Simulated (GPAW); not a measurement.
# Near-edge structure at the K K edge of KTaO3 (Pm-3m), part 3 of 3

Aim: the dependence of the K K near-edge features of KTaO3 (Pm-3m) on volume.

GPAW 26.7.0; X-ray absorption from dipole matrix elements to empty bands, plane-wave PAW revPBE.

So far. Step 4 (Spectrum with FCH, K atom 2): The hole costs E(hole) − E(ground) = 3613.87 eV, and the lowest empty level of the hole cell on the spectrum's mesh lies at 8.14 eV, which puts the zero at 3622.01 eV. One term is added: -19.86 eV, since the hole is spin-paired here and a spin-polarised one costs that much less in the free atom (computed apart). The photon energy is then 3602.15 eV. The tabulated edge of the element is 3608.4 eV.

**8. Spectrum with FCH, K atom 2**

Shorter bonds are expected to push antibonding states and scattering resonances up, and longer ones down; the cell is scaled to test that.

Changed against the first core-hole run: volume scale from 1 to 0.97.

Input file xas.py:

```python
import numpy as np
from ase import Atoms
from ase.parallel import parprint, paropen
from gpaw import GPAW, PW, FermiDirac, Mixer, MixerDif, setup_paths
from gpaw.test import gen
setup_paths.insert(0, '.')
gen('K', name='fch1s', xcname='revPBE', corehole=(1, 0, 1), write_xml=True)
from gpaw.mpi import world
world.barrier()

atoms = Atoms('Ta2K2O6',
    cell=[[3.94801139, 0, 3.94801139],
     [0, 3.94801139, 3.94801139],
     [-3.94801139, 0, 3.94801139]],
    scaled_positions=[[0, 0, 0],
     [0.5, 0, 0.5],
     [0.25, 0.5, 0.75],
     [0.75, 0.5, 0.25],
     [0.25, 0, 0.25],
     [0.75, 0, 0.75],
     [0.75, 0.5, 0.75],
     [0.25, 0.5, 0.25],
     [0.25, 0, 0.75],
     [0.75, 0, 0.25]],
    pbc=True)
atoms.calc = calc = GPAW(legacy_gpaw=True, mode=PW(500, force_complex_dtype=True), xc='revPBE', setups={2: 'fch1s'},
    kpts={'size': (4, 4, 4), 'gamma': True}, occupations=FermiDirac(0.02),
    charge=0, mixer=Mixer(0.1, 5, 50), maxiter=150,
    convergence={'density': 0.0001, 'eigenstates': 1e-6}, txt='scf.txt')
energy = atoms.get_potential_energy() + calc.get_reference_energy()
ef = calc.get_fermi_level()
out = dict(energy=energy, fermi=ef, forces=atoms.get_forces().tolist())
parprint(f'all-electron energy {energy:.4f} eV, Fermi level {ef:.4f} eV')
ev = np.array([[calc.get_eigenvalues(k, s) for k in range(len(calc.get_ibz_k_points()))] for s in range(calc.get_number_of_spins())])
out['homo'], out['lumo'], out['counts'] = ev[ev < ef].max(), ev[ev > ef].min(), sorted(set((ev < ef).sum((0, 2)).tolist()))
out['filled'] = (ev[:, 0] < ef).sum(1).tolist()

from ase.units import Ha
from gpaw.xas import dipole_matrix_elements
nb = int(calc.get_number_of_electrons() / 2) + 86
top, nb = nb, nb + 8 + nb // 12
nscf = calc.fixed_density(kpts={'size': (6, 6, 6), 'gamma': True}, nbands=nb,
    convergence={'bands': top, 'eigenstates': 5e-3}, maxiter=60, txt='nscf.txt')
cell = atoms.cell.array
ops = [cell.T @ U.T @ np.linalg.inv(cell.T) for U in nscf.wfs.kd.symmetry.op_scc]
filled = [40]  # bands filled in the ground state, by spin
E = np.arange(-6, 34, 0.1)
fwhm = np.interp(E, [4, 25], [0.9, 3.5])
Y, X, zero, highest = 0, 0, 1e9, 1e9
for spin in range(nscf.get_number_of_spins()):
    wfs = nscf.wfs
    mine = wfs.bd.get_slice()  # this rank's bands
    A = dipole_matrix_elements(wfs.setups[2])
    eps = np.zeros((wfs.kd.nibzkpts, nb))
    d = np.zeros((3, A.shape[1], wfs.kd.nibzkpts, nb), complex)
    for kpt in wfs.kpt_u:
        if kpt.s == spin and 2 in kpt.P_ani:
            eps[kpt.k, mine] = kpt.eps_n * Ha
            d[:, :, kpt.k, mine] = (kpt.weight * wfs.nspins / 2) ** 0.5 * np.inner(A, kpt.P_ani[2])
    world.sum(eps)
    world.sum(d)
    T = np.einsum('amkn,bmkn->abkn', d, d.conj()).real
    T = sum(np.einsum('ai,ijkn,bj->abkn', R, T, R) for R in ops) / len(ops)
    empty = np.ones_like(eps, bool) & (np.arange(nb) >= filled[spin])
    zero, highest = min(zero, eps[empty].min()), min(highest, eps[:, top - 1].min())
    lines = [(eps, T, empty)] if spin == 0 else lines + [(eps, T, empty)]
for eps, T, empty in lines:
    f = np.einsum('aakn->akn', T).reshape(3, -1)
    x = eps.ravel() - zero
    w = np.interp(x, E, fwhm) / 2.35482
    g = np.exp(-0.5 * ((E[:, None] - x) / w) ** 2) / (w * (2 * np.pi) ** 0.5)
    Y = Y + (f * empty.ravel()) @ g.T
    X = X + (f * ~empty.ravel()) @ g.T
out.update(E=E.round(2).tolist(), xas=Y.tolist(), xes=X.tolist(), zero=zero, valid=highest - zero, nk=len(eps), nb=nb)
for i in range(0, len(E), 10):
    parprint(f'{E[i]:7.2f}', *(f'{v:10.3e}' for v in Y[:, i]))
import json
with paropen('out.json', 'w') as f:
    json.dump(out, f)
```

Launch:

```console
$ OMP_NUM_THREADS=1 mpirun -n 4 gpaw python xas.py
```

Numbers of over 12 decimals in the logs are rounded to 6 here.

The program printed:

```text
Input parameters:
  convergence: {density: 0.0001,
                eigenstates: 1e-06}
  kpts: {gamma: True,
         size: (4, 4, 4)}
  maxiter: 150
  mixer: {backend: pulay,
          beta: 0.1,
          method: separate,
          nmaxold: 5,
          weight: 50}
  mode: {ecut: 500.0,
         force_complex_dtype: True,
         name: pw}
  occupations: {fixmagmom: False,
                name: fermi-dirac,
[...]
*p    :    -0.289933
*d    :     0.000000
--------------------------------

Diagonalizing with gridspacing h=0.050

state   all-electron     PAW
-------------------------------
3s:      -1.933347    -1.934035
3p:      -1.289933    -1.291519
*d:                   -0.305287
*f:                   -0.038040
-------------------------------
all-electron energy -889849.0987 eV, Fermi level 6.7875 eV
[...]
32.00  5.392e-07  5.392e-07  5.392e-07
  33.00  6.850e-07  6.850e-07  6.850e-07
[key lines of the parts left out:]
Converged after 13 iterations.
Dipole moment: (-1.281758, -0.000000, -0.000000) |e|*Ang
Free energy:    -90.776246
Fermi level: 6.78751
```

Run time: 41 s. Hardware: 4 MPI ranks of Arm Neoverse V1, shared host; peak memory 0.33 GiB; 2.8 min of CPU time.

```tsv
E (eV)	first run	this run
-2.0	0.00	0.00
-1.0	0.00	0.00
0.0	0.00	0.00
1.0	0.01	0.01
2.0	0.04	0.04
3.0	0.08	0.09
4.0	0.20	0.19
5.0	0.23	0.22
6.0	0.38	0.35
7.0	1.01	0.89
8.0	2.13	1.97
9.0	1.70	1.66
10.0	2.35	2.20
11.0	2.95	2.99
12.0	2.44	2.54
13.0	2.09	2.08
14.0	1.53	1.67
15.0	0.77	0.95
16.0	0.45	0.51
17.0	0.43	0.43
18.0	0.46	0.45
19.0	0.46	0.46
20.0	0.43	0.44
21.0	0.47	0.43
22.0	0.65	0.53
23.0	0.89	0.75
24.0	1.07	0.97
25.0	1.19	1.12
26.0	1.27	1.24
27.0	1.23	1.26
28.0	1.02	1.13
29.0	0.77	0.87
30.0	0.64	0.67
31.0	0.64	0.60
32.0	0.77	0.64
```

The scaled spectrum changes by 7 % r.m.s. The highest intensity below 24 eV goes from 10.9 eV (2.95) to 11.1 eV (2.99).

The photon energy of the zero moves by -0.02 eV.

**9. Reference energy of the supercell**

The cell changes for the next run, so it gets a reference energy of its own.

The cell differs from the one that the last finished run ended in (a 5.583 → 5.696 Å, b 5.583 → 5.696 Å, c 5.583 → 5.696 Å).

Input file scf.py:

```python
import numpy as np
from ase import Atoms
from ase.parallel import parprint, paropen
from gpaw import GPAW, PW, FermiDirac, Mixer, MixerDif, setup_paths
from gpaw.test import gen
setup_paths.insert(0, '.')
gen('K', name='nch1s', xcname='revPBE', corehole=(1, 0, 0), write_xml=True)
from gpaw.mpi import world
world.barrier()

atoms = Atoms('Ta2K2O6',
    cell=[[4.02779069, 0, 4.02779069],
     [0, 4.02779069, 4.02779069],
     [-4.02779069, 0, 4.02779069]],
    scaled_positions=[[0, 0, 0],
     [0.5, 0, 0.5],
     [0.25, 0.5, 0.75],
     [0.75, 0.5, 0.25],
     [0.25, 0, 0.25],
     [0.75, 0, 0.75],
     [0.75, 0.5, 0.75],
     [0.25, 0.5, 0.25],
     [0.25, 0, 0.75],
     [0.75, 0, 0.25]],
    pbc=True)
atoms.calc = calc = GPAW(legacy_gpaw=True, mode=PW(500, force_complex_dtype=True), xc='revPBE', setups={2: 'nch1s'},
    kpts={'size': (4, 4, 4), 'gamma': True}, occupations=FermiDirac(0.02),
    charge=0, mixer=Mixer(0.1, 5, 50), maxiter=150,
    convergence={'density': 0.0001, 'eigenstates': 1e-6}, txt='scf.txt')
energy = atoms.get_potential_energy() + calc.get_reference_energy()
ef = calc.get_fermi_level()
out = dict(energy=energy, fermi=ef, forces=atoms.get_forces().tolist())
parprint(f'all-electron energy {energy:.4f} eV, Fermi level {ef:.4f} eV')
ev = np.array([[calc.get_eigenvalues(k, s) for k in range(len(calc.get_ibz_k_points()))] for s in range(calc.get_number_of_spins())])
out['homo'], out['lumo'], out['counts'] = ev[ev < ef].max(), ev[ev > ef].min(), sorted(set((ev < ef).sum((0, 2)).tolist()))
out['filled'] = (ev[:, 0] < ef).sum(1).tolist()
import json
with paropen('out.json', 'w') as f:
    json.dump(out, f)
```

Launch:

```console
$ OMP_NUM_THREADS=1 mpirun -n 4 gpaw python scf.py
```

The program printed:

```text
Input parameters:
  convergence: {density: 0.0001,
                eigenstates: 1e-06}
  kpts: {gamma: True,
         size: (4, 4, 4)}
  maxiter: 150
  mixer: {backend: pulay,
          beta: 0.1,
          method: separate,
          nmaxold: 5,
          weight: 50}
  mode: {ecut: 500.0,
         force_complex_dtype: True,
         name: pw}
  occupations: {fixmagmom: False,
                name: fermi-dirac,
[...]
3s(2) :    -1.300803     0.976093
4s(1) :    -0.083603     0.996821
3p(6) :    -0.692287     0.724656
*p    :     0.307713
*d    :     0.000000
--------------------------------

Diagonalizing with gridspacing h=0.050

state   all-electron     PAW
-------------------------------
3s:      -1.300803    -1.301381
3p:      -0.692287    -0.693580
*d:                    0.007130
*f:                    0.049135
-------------------------------
all-electron energy -893463.0523 eV, Fermi level 5.7968 eV
[key lines of the parts left out:]
Converged after 22 iterations.
Dipole moment: (-0.000000, -0.000000, -0.000000) |e|*Ang
Free energy:    -73.912009
Fermi level: 5.79685
```

Elapsed: 20 s, on 4 MPI ranks; peak memory 0.25 GiB; 80 s of CPU time.

Reference energy: -893463.052 eV with the cores included.

**10. Spectrum with FCH, K atom 2**

Shorter bonds are expected to push antibonding states and scattering resonances up, and longer ones down; the cell is scaled to test that.

Changed against the first core-hole run: volume scale from 1 to 1.03.

Edit xas.py of step 8 so:

```diff
@@ -11,5 +11,5 @@
 atoms = Atoms('Ta2K2O6',
-    cell=[[3.94801139, 0, 3.94801139],
-     [0, 3.94801139, 3.94801139],
-     [-3.94801139, 0, 3.94801139]],
+    cell=[[4.02779069, 0, 4.02779069],
+     [0, 4.02779069, 4.02779069],
+     [-4.02779069, 0, 4.02779069]],
     scaled_positions=[[0, 0, 0],
@@ -39,3 +39,3 @@
 from gpaw.xas import dipole_matrix_elements
-nb = int(calc.get_number_of_electrons() / 2) + 86
+nb = int(calc.get_number_of_electrons() / 2) + 91
 top, nb = nb, nb + 8 + nb // 12
```

Launch:

```console
$ OMP_NUM_THREADS=1 mpirun -n 4 gpaw python xas.py
```

The program printed:

```text
Input parameters:
  convergence: {density: 0.0001,
                eigenstates: 1e-06}
  kpts: {gamma: True,
         size: (4, 4, 4)}
  maxiter: 150
  mixer: {backend: pulay,
          beta: 0.1,
          method: separate,
          nmaxold: 5,
          weight: 50}
  mode: {ecut: 500.0,
         force_complex_dtype: True,
         name: pw}
  occupations: {fixmagmom: False,
                name: fermi-dirac,
[...]
*p    :    -0.289933
*d    :     0.000000
--------------------------------

Diagonalizing with gridspacing h=0.050

state   all-electron     PAW
-------------------------------
3s:      -1.933347    -1.934035
3p:      -1.289933    -1.291519
*d:                   -0.305287
*f:                   -0.038040
-------------------------------
all-electron energy -889848.7988 eV, Fermi level 6.1980 eV
[...]
32.00  8.230e-07  8.230e-07  8.230e-07
  33.00  1.258e-06  1.258e-06  1.258e-06
[key lines of the parts left out:]
Converged after 16 iterations.
Dipole moment: (-1.332648, -0.000000, -0.000000) |e|*Ang
Free energy:    -90.476344
Fermi level: 6.19800
```

The job ended after 45 s (4 MPI ranks; peak memory 0.34 GiB; 3 min of CPU time).

```tsv
E (eV)	first run	this run
-2.0	0.00	0.00
-1.0	0.00	0.00
0.0	0.00	0.00
1.0	0.01	0.01
2.0	0.04	0.05
3.0	0.08	0.08
4.0	0.20	0.22
5.0	0.23	0.24
6.0	0.38	0.40
7.0	1.01	1.13
8.0	2.13	2.28
9.0	1.70	1.71
10.0	2.35	2.48
11.0	2.95	2.87
12.0	2.44	2.40
13.0	2.09	2.08
14.0	1.53	1.34
15.0	0.77	0.63
16.0	0.45	0.43
17.0	0.43	0.43
18.0	0.46	0.47
19.0	0.46	0.46
20.0	0.43	0.44
21.0	0.47	0.54
22.0	0.65	0.78
23.0	0.89	1.01
24.0	1.07	1.15
25.0	1.19	1.23
26.0	1.27	1.27
27.0	1.23	1.16
28.0	1.02	0.92
29.0	0.77	0.71
30.0	0.64	0.64
31.0	0.64	0.73
32.0	0.77	1.01
```

The scaled spectrum changes by 6 % r.m.s. The highest intensity below 24 eV goes from 10.9 eV (2.95) to 10.7 eV (2.91).

The photon energy of the zero moves by +0.02 eV.

**11. Reference energy of the supercell**

The cell changes for the next run, so it gets a reference energy of its own.

The cell differs from the one that the last finished run ended in (a 5.696 → 5.751 Å, b 5.696 → 5.751 Å, c 5.696 → 5.751 Å).

Edit scf.py of step 9 so:

```diff
@@ -11,5 +11,5 @@
 atoms = Atoms('Ta2K2O6',
-    cell=[[4.02779069, 0, 4.02779069],
-     [0, 4.02779069, 4.02779069],
-     [-4.02779069, 0, 4.02779069]],
+    cell=[[4.06652182, 0, 4.06652182],
+     [0, 4.06652182, 4.06652182],
+     [-4.06652182, 0, 4.06652182]],
     scaled_positions=[[0, 0, 0],
```

Launch:

```console
$ OMP_NUM_THREADS=1 mpirun -n 4 gpaw python scf.py
```

The program printed:

```text
Input parameters:
  convergence: {density: 0.0001,
                eigenstates: 1e-06}
  kpts: {gamma: True,
         size: (4, 4, 4)}
  maxiter: 150
  mixer: {backend: pulay,
          beta: 0.1,
          method: separate,
          nmaxold: 5,
          weight: 50}
  mode: {ecut: 500.0,
         force_complex_dtype: True,
         name: pw}
  occupations: {fixmagmom: False,
                name: fermi-dirac,
[...]
3s(2) :    -1.300803     0.976093
4s(1) :    -0.083603     0.996821
3p(6) :    -0.692287     0.724656
*p    :     0.307713
*d    :     0.000000
--------------------------------

Diagonalizing with gridspacing h=0.050

state   all-electron     PAW
-------------------------------
3s:      -1.300803    -1.301381
3p:      -0.692287    -0.693580
*d:                    0.007130
*f:                    0.049135
-------------------------------
all-electron energy -893463.0762 eV, Fermi level 5.5131 eV
[key lines of the parts left out:]
Converged after 19 iterations.
Dipole moment: (-0.000000, -0.000000, -0.000000) |e|*Ang
Free energy:    -73.935867
Fermi level: 5.51309
```

The job ended after 18 s (4 MPI ranks; peak memory 0.25 GiB; 72 s of CPU time).

Reference energy: -893463.076 eV with the cores included.

**12. Spectrum with FCH, K atom 2**

Shorter bonds are expected to push antibonding states and scattering resonances up, and longer ones down; the cell is scaled to test that.

Changed against the first core-hole run: volume scale from 1 to 1.06.

Edit xas.py of step 10 so:

```diff
@@ -11,5 +11,5 @@
 atoms = Atoms('Ta2K2O6',
-    cell=[[4.02779069, 0, 4.02779069],
-     [0, 4.02779069, 4.02779069],
-     [-4.02779069, 0, 4.02779069]],
+    cell=[[4.06652182, 0, 4.06652182],
+     [0, 4.06652182, 4.06652182],
+     [-4.06652182, 0, 4.06652182]],
     scaled_positions=[[0, 0, 0],
@@ -39,3 +39,3 @@
 from gpaw.xas import dipole_matrix_elements
-nb = int(calc.get_number_of_electrons() / 2) + 91
+nb = int(calc.get_number_of_electrons() / 2) + 93
 top, nb = nb, nb + 8 + nb // 12
```

Launch:

```console
$ OMP_NUM_THREADS=1 mpirun -n 4 gpaw python xas.py
```

The program printed:

```text
Input parameters:
  convergence: {density: 0.0001,
                eigenstates: 1e-06}
  kpts: {gamma: True,
         size: (4, 4, 4)}
  maxiter: 150
  mixer: {backend: pulay,
          beta: 0.1,
          method: separate,
          nmaxold: 5,
          weight: 50}
  mode: {ecut: 500.0,
         force_complex_dtype: True,
         name: pw}
  occupations: {fixmagmom: False,
                name: fermi-dirac,
[...]
*p    :    -0.289933
*d    :     0.000000
--------------------------------

Diagonalizing with gridspacing h=0.050

state   all-electron     PAW
-------------------------------
3s:      -1.933347    -1.934035
3p:      -1.289933    -1.291519
*d:                   -0.305287
*f:                   -0.038040
-------------------------------
all-electron energy -889848.4534 eV, Fermi level 5.9133 eV
[...]
32.00  1.113e-06  1.113e-06  1.113e-06
  33.00  1.627e-06  1.627e-06  1.627e-06
[key lines of the parts left out:]
Converged after 19 iterations.
Dipole moment: (-1.356769, 0.000000, -0.000000) |e|*Ang
Free energy:    -90.130978
Fermi level: 5.91326
```

Elapsed: 48 s, on 4 MPI ranks; peak memory 0.34 GiB.

```tsv
E (eV)	first run	this run
-2.0	0.00	0.00
-1.0	0.00	0.00
0.0	0.00	0.00
1.0	0.01	0.01
2.0	0.04	0.05
3.0	0.08	0.07
4.0	0.20	0.25
5.0	0.23	0.25
6.0	0.38	0.41
7.0	1.01	1.27
8.0	2.13	2.41
9.0	1.70	1.73
10.0	2.35	2.57
11.0	2.95	2.80
12.0	2.44	2.41
13.0	2.09	2.02
14.0	1.53	1.12
15.0	0.77	0.53
16.0	0.45	0.42
17.0	0.43	0.45
18.0	0.46	0.47
19.0	0.46	0.45
20.0	0.43	0.47
21.0	0.47	0.64
22.0	0.65	0.91
23.0	0.89	1.10
24.0	1.07	1.20
25.0	1.19	1.26
26.0	1.27	1.25
27.0	1.23	1.07
28.0	1.02	0.83
29.0	0.77	0.68
30.0	0.64	0.70
31.0	0.64	0.91
32.0	0.77	1.39
```

The scaled spectrum changes by 12 % r.m.s. The highest intensity below 24 eV goes from 10.9 eV (2.95) to 10.6 eV (2.88).

The photon energy of the zero moves by +0.04 eV.

**13. The volumes side by side**

```tsv
volume	nearest distance (Å)	shift of the zero (eV)	maximum 1 (eV above own zero)	maximum 2 (eV above own zero)	maximum 3 (eV above own zero)
0.94	2.763	-0.05	8.2	11.3	27.2
0.97	2.792	-0.02	8.2	11.1	26.7
1	2.820	+0.00	8.1	10.9	26.3
1.03	2.848	+0.02	8.0	10.7	25.8
1.06	2.875	+0.04	8.0	10.6	25.4
```

The curves, each shifted by its zero's change so that they share one photon-energy axis, counted from the zero at V × 1:

```tsv
E (eV)	V × 0.94	V × 0.97	V × 1	V × 1.03	V × 1.06
-2.0	0.00	0.00	0.00	0.00	0.00
-1.0	0.00	0.00	0.00	0.00	0.00
0.0	0.00	0.00	0.00	0.00	0.00
1.0	0.01	0.01	0.01	0.01	0.01
2.0	0.03	0.04	0.04	0.04	0.05
3.0	0.09	0.09	0.08	0.08	0.07
4.0	0.18	0.19	0.20	0.22	0.23
5.0	0.21	0.22	0.23	0.24	0.25
6.0	0.32	0.36	0.38	0.39	0.40
7.0	0.84	0.92	1.01	1.10	1.20
8.0	1.84	1.97	2.13	2.28	2.41
9.0	1.60	1.66	1.70	1.72	1.73
10.0	2.09	2.23	2.35	2.45	2.53
11.0	2.97	2.99	2.95	2.88	2.81
12.0	2.68	2.53	2.44	2.41	2.43
13.0	2.08	2.07	2.09	2.09	2.04
14.0	1.72	1.65	1.53	1.36	1.16
15.0	1.10	0.93	0.77	0.64	0.55
16.0	0.59	0.51	0.45	0.43	0.42
17.0	0.44	0.43	0.43	0.43	0.44
18.0	0.44	0.45	0.46	0.47	0.47
19.0	0.46	0.46	0.46	0.46	0.45
20.0	0.45	0.44	0.43	0.44	0.46
21.0	0.42	0.43	0.47	0.53	0.63
22.0	0.46	0.54	0.65	0.77	0.90
23.0	0.63	0.76	0.89	1.01	1.10
24.0	0.84	0.97	1.07	1.15	1.19
25.0	1.03	1.13	1.19	1.23	1.26
26.0	1.18	1.24	1.27	1.27	1.25
27.0	1.27	1.26	1.23	1.16	1.08
28.0	1.21	1.12	1.02	0.92	0.84
29.0	0.98	0.87	0.77	0.71	0.69
30.0	0.74	0.67	0.64	0.64	0.69
31.0	0.60	0.60	0.64	0.72	0.90
32.0	0.59	0.65	0.77	1.00	1.36
```

**14. Outcome**

| Quantity | Value |
| --- | --- |
| absorber and edge | K K, atom 2 of the ground-state input (counted from 1) |
| surroundings | 12 O at 2.82 Å (cuboctahedral, site symmetry m-3m) |
| highest intensity below 24 eV | 10.9 eV above the zero, height 2.95 |
| photon energy of the zero, with the added terms | 3602.2 eV (raw 3622.0 eV; uncertain by a few eV) |

In words: From V × 0.94 to V × 1.06 the nearest distance grows by 0.113 Å and the zero moves by +0.09 eV. Above their own zero, the maxima move from 8.2 to 8.0 eV, from 11.3 to 10.6 eV and from 27.2 to 25.4 eV. The one highest in energy moves most, in the direction that the rule ΔE·R² ≈ constant for scattering resonances gives. The K K edge of atom 2, with 12 O at 2.82 Å (cuboctahedral, site symmetry m-3m), has its highest intensity of the first 24 eV at 10.9 eV above the zero, near 3613 eV in photon energy (uncertain by a few eV), 3.0 times the mean level of the first 20 eV (Gaussian full width 0.9 eV up to 4 eV, rising linearly to 3.5 eV at 25 eV). The holes are only 5.6 Å apart, so the shape is probably not converged with cell size; no larger cell was run here. The mesh is coarse (0.26 Å⁻¹ between points), so small maxima may be mesh ripples. Lifetime broadening is put in by hand, and intensities beyond about 20 eV depend on it and on the partial waves. The structure is a published determination, not relaxed.

[Banner, clock and machine lines of the logs are left out without a mark of their own.]

[Logs are printed without paths, hosts, clocks, repeated set-up lines and the standing remarks that a program may print on its own settings, such as how far it seeks lower states.]

[Hosts, paths, dates, database ids (printed as entryN), source tags and the programs' standing remarks are cut or masked in the printed files.]

[Lists of maxima count a maximum above −3 eV only where it reaches 4 % of the highest in the window and stands out from its surroundings by 2 % of it (1.5 % where it reaches 55 %); shoulders and weaker maxima are passed over, and of the rest the first, up to two pre-edge ones and the few strongest are named.]
